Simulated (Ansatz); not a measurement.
**Heat carried by phonons in GaP (F-43m)**

Wanted: κ(T), lifetimes and mean free paths for GaP.

What experiment has found for this phase:
- thermal conductivity 100 W/m/K near room temperature (given in “Combining the AFLOW GIBBS and Elastic Libraries to efficiently and robustly screen thermo-mechanical properties of solids”, 2017, arXiv:1611.05714)

Main program and level: Ansatz 0.2.0; DFT r2SCAN, scalar-relativistic, plane waves, PAW.

### Step 1. The starting structure

It takes space group F-43m (No. 216, cubic). The conventional cell has a = 5.451 Å, b = 5.451 Å, c = 5.451 Å, α = 90.00°, β = 90.00°, γ = 90.00°. Nearest to Ga lie 4 P at 2.36 Å. Nearest to P lie 4 Ga at 2.36 Å. Farther neighbours are not listed.

Structure file:

```cif
data_structure
_symmetry_space_group_name_H-M 'P 1'
_symmetry_Int_Tables_number 1
_cell_length_a 3.8541
_cell_length_b 3.8541
_cell_length_c 3.8541
_cell_angle_alpha 60.000
_cell_angle_beta 60.000
_cell_angle_gamma 60.000
_cell_volume 40.48
loop_
_atom_site_label
_atom_site_type_symbol
_atom_site_fract_x
_atom_site_fract_y
_atom_site_fract_z
_atom_site_occupancy
Ga1 Ga 0.00000 0.00000 0.00000 1
P2 P 0.25000 0.25000 0.25000 1
```

### Step 2. Probe on a coarse mesh

A cheap single point shows whether the cell is a metal or an insulator and how far it is from rest; that sets the k-mesh and the occupations of what follows.

File input.yaml:

```yaml
crystal:
  lattice:
    - [0.0, 2.72525, 2.72525]
    - [2.72525, 0.0, 2.72525]
    - [2.72525, 2.72525, 0.0]
  atoms:
    - { symbol: Ga, position: [0.0, 0.0, 0.0] }
    - { symbol: P, position: [0.25, 0.25, 0.25] }
kpoints:
  mp_grid: { grid: [6, 6, 6] }
hamiltonian:
  xc: r2scan
scf:
  occupations: { method: gaussian, width: 0.1 }
output:
  forces: true
  stress: true
  eigenvalues: true
```

Command:

```sh
$ ansatz run input.yaml --threads 18 --pin off --max-ram 92160MiB --backend cuda --events-out ev --progress --plain --runs-dir out --max-vram 78GiB
```

Numbers of over 12 decimals in the logs are rounded to 6 here.

What it wrote:

```text
Engine: ansatz 0.2.0, aarch64-unknown-linux-gnu
Pseudopotentials: kind: paw
Pseudopotential: Ga, paw, valence charge 13, recommended cutoff 500 eV (meta_gga), Ga.paw.azcp
Pseudopotential: P, paw, valence charge 5, recommended cutoff 500 eV (meta_gga), P.paw.azcp
Functional definition: r2SCAN
  parameter k0 = 0.174
  parameter k1 = 0.065
  parameter a1 = 4.9479
  exchange = r2scan_x(k0 = k0, k1 = k1, a1 = a1)
  correlation = r2scan_c
device memory: the entry about to start is reckoned to put 0.9 GiB on a device that reports 161.4 GiB free (of which the cap on the GPU budget leaves the run 78.0 GiB)
GPU FFT provider: cuFFT
GPU libraries: cuBLAS 13.8.1, cuFFT 12.4.0, cuSOLVER 12.3.2
GPU matrix products: emulated (plane waves: as basis.precision tells), large ones in fixed point in workspaces of 1.00 GiB
Crystal: 2 atoms, lattice volume = 40.481 Å³
Basis set: ecut = 500 eV, 965 PW (Γ), exchange–correlation on 120×120×120 points (64 copies of the dense FFT grid, shifted against one another)
Bands: 13, of which v1, the nominal top of the filled ones, is band 9 counted from 1 (8 counted from 0)
Symmetry: 24 space group operations
Space group: F-43m (ITA 216), of the structure as read, at distance tolerance 3.4e-5 Å
k-points: 16 of 216 (time reversal used)
Non-local potential: Ga, projectors of the file, l = 0: 2, l = 1: 2, l = 2: 3, l = 3: 1
Non-local potential: P, projectors of the file, l = 0: 2, l = 1: 2, l = 2: 2
PAW form: soft (Blöchl's): semilocal exchange-correlation on the pseudo side does not see the compensation charge
PAW frozen core: Ga, regenerated for the run's functional (the file was generated under x = pbe(κ = 0.804, μ = 0.219515), c = pbe(β = 0.066725))
PAW frozen core: P, regenerated for the run's functional (the file was generated under x = pbe(κ = 0.804, μ = 0.219515), c = pbe(β = 0.066725))
PAW one-centre angular grid: Ga, 590 points (default); XC on 160 Gauss nodes
PAW one-centre angular grid: P, 302 points (default); XC on 160 Gauss nodes
Initial density: superposition of atomic densities (neutral atoms: chi_scale 0, normalization atom), corrected by the library's trained network
Initial wavefunctions: pseudopotential atomic-orbital guess
GPU buffer pool allocated for 27000 grid points (all kernels)
GPU transforms: local potential and band sums: pruned to the plane-wave sphere, on 30×30×30
Functional: x = r2scan, c = r2scan; τ floored in thin density (d = 2e-4 eV/Å³)
SCF iter   1: F=—  HF=-4550.460724 eV  |F-HF|=—  |Δ(HF+E_count)|=         —  Δρ=8.87e-3  dr2=1.82e-2  dr2_τ=7.47e-3  ethr=1.77e-3  ⟨swp⟩=5.1  Hψ=1295  notcnv=0
preconditioner: auto → none  [insulator: Δε(μ)=1.845 eV  Ē_g=16.400 eV  σ=0.100 eV  W_gap=1.00  n_scr=14 (ndim 8)  ℏωp=24.8 eV  f_vac=0.013  D(μ)=0.00/eV (n_scr^D=0)  ε∞_Penn≈3.3]
SCF iter   2: F=—  HF=-4550.472149 eV  |F-HF|=—  |Δ(HF+E_count)|=   1.14e-2  Δρ=2.40e-3  dr2=3.32e-3  dr2_τ=9.91e-5  ethr=1.01e-4  ⟨swp⟩=2.0  Hψ=544  notcnv=0
SCF iter   3: F=—  HF=-4550.470547 eV  |F-HF|=—  |Δ(HF+E_count)|=   1.60e-3  Δρ=1.78e-3  dr2=5.60e-4  dr2_τ=7.47e-6  ethr=1.84e-5  ⟨swp⟩=2.0  Hψ=363  notcnv=0
SCF iter   4: F=—  HF=-4550.470812 eV  |F-HF|=—  |Δ(HF+E_count)|=   2.65e-4  Δρ=3.19e-4  dr2=7.47e-5  dr2_τ=9.03e-7  ethr=3.11e-6  ⟨swp⟩=2.6  Hψ=336  notcnv=0
SCF iter   5: F=—  HF=-4550.470805 eV  |F-HF|=—  |Δ(HF+E_count)|=   6.59e-6  Δρ=1.15e-4  dr2=6.60e-6  dr2_τ=3.78e-8  ethr=4.15e-7  ⟨swp⟩=2.0  Hψ=251  notcnv=0
SCF iter   6: F=—  HF=-4550.470803 eV  |F-HF|=—  |Δ(HF+E_count)|=   2.35e-6  Δρ=1.19e-5  dr2=5.36e-8  dr2_τ=3.80e-9  ethr=5.56e-10  ⟨swp⟩=5.5  Hψ=1296  notcnv=0
SCF iter   7: F=-4550.470803 eV  HF=-4550.470803 eV  |F-HF|=9.86e-10  |Δ(HF+E_count)|=   5.64e-8  Δρ=2.37e-6  dr2=2.61e-9  dr2_τ=3.08e-11  ethr=2.98e-10  ⟨swp⟩=5.4  Hψ=963  notcnv=0
SCF 1 converged in 7 iterations: F = -4550.470803 eV  dr2 = 2.61e-9
  greatest PAW one-centre occupation: 0.993 electrons in one spin orbital (limit 2), on the Ga atom at site 0 (counted from 0), in its partial waves of l = 2
SCF converged after 7 iterations
Free energy (F): -4550.470803 eV
Harris-Foulkes:  -4550.470803 eV  (|F-HF|=9.86e-10)
Internal energy: -4550.470803 eV  (E = F + TS)
E sigma→0 (E₀):  -4550.470803 eV
Fermi energy:    7.857151 eV
--- Per-component energies (eV) ---
  E_band       = -67.592140
  E_kinetic    = 185.532352
  E_local      = -2202.780577  (includes V_loc(G=0)·N_el)
  E_nonlocal   = 460.486301
  E_hartree    = 1020.550717
  E_xc         = -120.993571
  E_vxc        = -124.834766  (∫ρ·V_xc dr)
  E_paw        = -2579.877128  (= ΣΔE_a)
  E_vpaw       = -433.106925  (= ΣTr[D̂ρ^β])
  E_aug_tail   = -0.000042  (compensation charges beyond the density's cutoff)
  E_vtau       = 6.011741  (kinetic-family band-sum trace: ∫τ·v_τ [+ j·A + Jᵃ·Aᵃ] dr)
  E_ewald      = -1312.644944
  E_core_change = -0.743912  (= ΣΔE_core)
  E_smearing   = -0.000000  (= −TS)
  E_closure    = 0.000000  (closes the sum)
  Σ components = -4550.470803   (vs F -4550.470803, Δ=0.00e0)
--- Forces (eV/Å), atoms counted from 1 ---
  atom   1  Ga     0.00000000    -0.00000000     0.00000000
  atom   2  P     -0.00000000     0.00000000     0.00000000
  max |Σ_I F_I| component: 1.67e-16 eV/Å
--- Stress (GPa, compression-positive) ---
        0.071259       0.000000       0.000000
        0.000000       0.071259       0.000000
       -0.000000       0.000000       0.071259
  P = ⅓ Tr σ = 0.0713 GPa (0.713 kbar)
--- Band table (eV; the first three rows and the last of 16) ---
  k-point 0: bands = [... 5 lower, -6.1213, 6.9049, 6.9049, 6.9049, 9.2695, 11.0750, 11.0750, 11.0750]
  k-point 1: bands = [... 5 lower, -5.7459, 4.4921, 6.5182, 6.5182, 9.7317, 11.6504, 11.6504, 12.3824]
  k-point 2: bands = [... 5 lower, -4.7535, 1.5431, 5.9559, 5.9559, 9.1794, 12.0416, 12.0416, 15.0867]
  k-point 15: bands = [... 5 lower, -2.9528, 0.1025, 3.3971, 3.5205, 10.6865, 10.8915, 14.9623, 15.0054]
```

Run time: 1.4 s. Hardware: 1 × NVIDIA GB200 with 18 threads of Arm Neoverse V2, shared host; peak memory 1 GiB; 1.7 s of CPU time.

Numbers from this step:

| Property | Result |
| --- | --- |
| pressure | 0.07126 GPa |
| gap on the k-mesh | 1.905 eV |
| volume per atom | 20.24 Å³/atom |

The start is under 0.071 GPa at this level and looks like an insulator or semiconductor on this mesh.

### Step 3. Relaxation

Phonons are second derivatives about a minimum, so cell and atoms are relaxed first, inside the symmetry of the start.

input.yaml, the sections that differ from step 2:

```yaml
kpoints:
  mp_grid: { grid: [8, 8, 8] }
scf:
  occupations: { method: gaussian, width: 0.02 }
relax:
  adjacent_minimum: "off"
  f_tol: 0.005
  max_steps: 80
  cell: { stress_tol: 0.05 }
# crystal, hamiltonian, output: as in step 2
```

What it wrote:

```text
[...]
GPU FFT provider: cuFFT
GPU libraries: cuBLAS 13.8.1, cuFFT 12.4.0, cuSOLVER 12.3.2
[...]
Crystal: 2 atoms, lattice volume = 40.481 Å³
Basis set: ecut = 500 eV, 965 PW (Γ), exchange–correlation on 120×120×120 points (64 copies of the dense FFT grid, shifted against one another)
Bands: 13, of which v1, the nominal top of the filled ones, is band 9 counted from 1 (8 counted from 0)
Symmetry: 24 space group operations
[...]
k-points: 29 of 512 (time reversal used)
[...]
GPU buffer pool allocated for 27000 grid points (all kernels)
[...]
SCF iter   1: F=—  HF=-4550.473659 eV  |F-HF|=—  |Δ(HF+E_count)|=         —  Δρ=8.76e-3  dr2=1.88e-2  dr2_τ=7.35e-3  ethr=1.77e-3  ⟨swp⟩=6.2  Hψ=2537  notcnv=0
[...]
SCF iter   6: F=-4550.482855 eV  HF=-4550.482855 eV  |F-HF|=5.39e-8  |Δ(HF+E_count)|=   1.23e-6  Δρ=8.89e-6  dr2=3.27e-8  dr2_τ=4.00e-9  ethr=5.56e-10  ⟨swp⟩=5.1  Hψ=2258  notcnv=0
SCF 1 converged in 6 iterations: F = -4550.482855 eV  dr2 = 3.27e-8
[...]
relax step   1: F+E_penalty+E_count = -4550.48285463 eV  Δ(F+E_penalty+E_count) = +0.000e0 eV  max|allowed force component| = 2.498e-16 eV/Å  Δτ_max = 0.0000 Å  P = +0.043 GPa  Ω = 40.481 Å³  (6 SCF iters, dr2 threshold 1.00e-7 eV, accepted)
[...]
GPU FFT provider: cuFFT
GPU libraries: cuBLAS 13.8.1, cuFFT 12.4.0, cuSOLVER 12.3.2
[...]
GPU buffer pool allocated for 27000 grid points (all kernels)
[...]
iter 1 solved again at ethr=1.28e-6 eV; its pass at ethr=3.10e-3 eV (dr2=2.30e-4 eV) is discarded
SCF iter   1: F=—  HF=-4550.482840 eV  |F-HF|=—  |Δ(HF+E_count)|=         —  Δρ=1.02e-5  dr2=3.71e-8  dr2_τ=2.91e-9  ethr=1.28e-6  ⟨swp⟩=3.0  Hψ=3499  notcnv=0
eigensolver tolerance schedule: the retry pair's looser diagonalisation over-reported the residual by 6182.64 of it (diagonalisation noise at an unbounded share of the residual, at the tolerance the schedule requests for it); recorded, not acted on — ethr = c·dr2/N_el stays at c = 1.0e-1
[...]
SCF iter   2: F=—  HF=-4550.482855 eV  |F-HF|=—  |Δ(HF+E_count)|=   1.51e-5  Δρ=7.04e-6  dr2=8.51e-9  dr2_τ=3.43e-10  ethr=2.06e-10  ⟨swp⟩=3.6  Hψ=893  notcnv=0
[...]
SCF iter   5: F=-4550.482855 eV  HF=-4550.482855 eV  |F-HF|=2.73e-12  |Δ(HF+E_count)|=  5.46e-11  Δρ=1.51e-7  dr2=5.67e-12  dr2_τ=1.33e-12  ethr=1.00e-12  ⟨swp⟩=6.1  Hψ=2350  notcnv=0
SCF 2 converged in 5 iterations: F = -4550.482855 eV  dr2 = 5.67e-12
relax step   2: F+E_penalty+E_count = -4550.48285466 eV  Δ(F+E_penalty+E_count) = -3.278e-8 eV  max|allowed force component| = 2.313e-16 eV/Å  Δτ_max = 0.0000 Å  P = +0.043 GPa  Ω = 40.481 Å³  stress off target by 4.30e-2 GPa  SCF on the basis re-selected at this cell (its energy is not comparable with the rows above)  (5 SCF iters)
basis re-selected at this cell: Δ(F+E_penalty+E_count) = -3.278e-8 eV, ΔP = -0.000 GPa vs the last step (what re-selecting the basis moved, of the pressure what is left beyond the Pulay correction that the steps carried, after the strain that the cell walked since its last selection, with what the two solves' SCF thresholds leave and, on support functions, any second-order correction that the steps lacked; it is no m [...]
SCF converged after 5 iterations
Free energy (F): -4550.482855 eV
[...]
Internal energy: -4550.482855 eV  (E = F + TS)
E sigma→0 (E₀):  -4550.482855 eV
Fermi energy:    7.846858 eV
[...]
--- Stress (GPa, compression-positive) ---
        0.043015      -0.000000       0.000000
        0.000000       0.043015       0.000000
       -0.000000       0.000000       0.043015
  P = ⅓ Tr σ = 0.0430 GPa (0.430 kbar)
--- Band table (eV; the first three rows and the last of 29) ---
  k-point 0: bands = [... 5 lower, -6.1261, 6.8997, 6.8997, 6.8997, 9.2650, 11.0727, 11.0727, 11.0727]
  k-point 1: bands = [... 5 lower, -5.9125, 5.2755, 6.6607, 6.6607, 9.7931, 11.4390, 11.4390, 11.7587]
  k-point 2: bands = [... 5 lower, -5.3100, 2.9326, 6.2077, 6.2077, 9.4448, 11.9688, 11.9688, 13.7894]
  k-point 28: bands = [... 5 lower, -2.9345, 0.1608, 3.1872, 3.3570, 11.9327, 12.1949, 13.4411, 13.4836]
--- Relaxed structure (1 steps of the walk, 1 accepted, 1 SCFs on fresh bases) ---
  F+E_penalty+E_count = -4550.48285466 eV   max|allowed force component| = 2.313e-16 eV/Å   (the final SCF, on the basis selected at the relaxed cell)
  cell:  # Å, volume = 40.4808 Å³
    - [0.0, 2.72525, 2.72525]
    - [2.72525, 0.0, 2.72525]
    - [2.72525, 2.72525, 0.0]
  atoms:
    - { symbol: Ga, position: [0.0, 0.0, 0.0] }
    - { symbol: P, position: [0.250000, 0.250000, 0.250000] }
```

The job ended after 1.5 s (1 × NVIDIA GB200 with 18 threads; peak memory 1.1 GiB).

Little changed from the start: no atom moved by 0.005 Å and no cell edge by 0.1 %.

This step gave:

```yaml
pressure: 0.04302 GPa
gap_on_the_k_mesh: 1.894 eV
```

### Step 4. Relaxing to small residual forces and stress

The thresholds are tightened for a last relaxation ahead of the phonons, and where mesh or smearing change with them the cell follows.

input.yaml, the sections that differ from step 3:

```yaml
kpoints:
  mp_grid: { grid: [9, 9, 9] }
scf:
  occupations: { method: fixed }
relax:
  adjacent_minimum: "off"
  f_tol: 0.001
  max_steps: 60
  cell: { stress_tol: 0.01 }
# crystal, hamiltonian, output: as in step 3
```

What it wrote:

```text
[...]
Crystal: 2 atoms, lattice volume = 40.481 Å³
Basis set: ecut = 500 eV, 965 PW (Γ), exchange–correlation on 120×120×120 points (64 copies of the dense FFT grid, shifted against one another)
Bands: 13, of which v1, the nominal top of the filled ones, is band 9 counted from 1 (8 counted from 0)
Symmetry: 24 space group operations
[...]
k-point 34: bands = [... 5 lower, -3.0565, 0.2453, 3.0513, 3.7102, 11.5961, 12.0306, 12.9362, 14.7078]
--- Relaxed structure (3 steps of the walk, 3 accepted, 1 SCFs on fresh bases) ---
[...]
cell:  # Å, volume = 40.5003 Å³
    - [0, 2.725687, 2.725687]
    - [2.725687, 0, 2.725687]
    - [2.725687, 2.725687, 0]
  atoms:
    - { symbol: Ga, position: [0, 0, 0] }
    - { symbol: P, position: [0.250000, 0.250000, 0.250000] }
[key lines of the parts left out:]
SCF converged after 5 iterations
Free energy (F): -4550.484018 eV
Fermi energy:    6.892977 eV
P = ⅓ Tr σ = 0.0001 GPa (0.001 kbar)
```

Wall time 2 s (1 × NVIDIA GB200 with 18 threads); peak memory 1.1 GiB; 5.1 s of CPU time.

Little changed from the start: no atom moved by 0.005 Å and no cell edge by 0.1 %.

This step gave:

```
pressure          : 8.61e-5 GPa
gap on the k-mesh : 1.852 eV
volume per atom   : 20.25 Å³/atom
```

The residual pressure is 8.6e-5 GPa, small enough for phonons.

[end of part 1 of 2]

[Logs are printed without paths, hosts, clocks, repeated set-up lines and the standing remarks that a program may print on its own settings, such as how far it seeks lower states.]

[Hosts, paths, dates, database ids (printed as entryN), source tags and the programs' standing remarks are cut or masked in the printed files.]

[A step with changed settings may run another functional than the one named; its input shows which.]
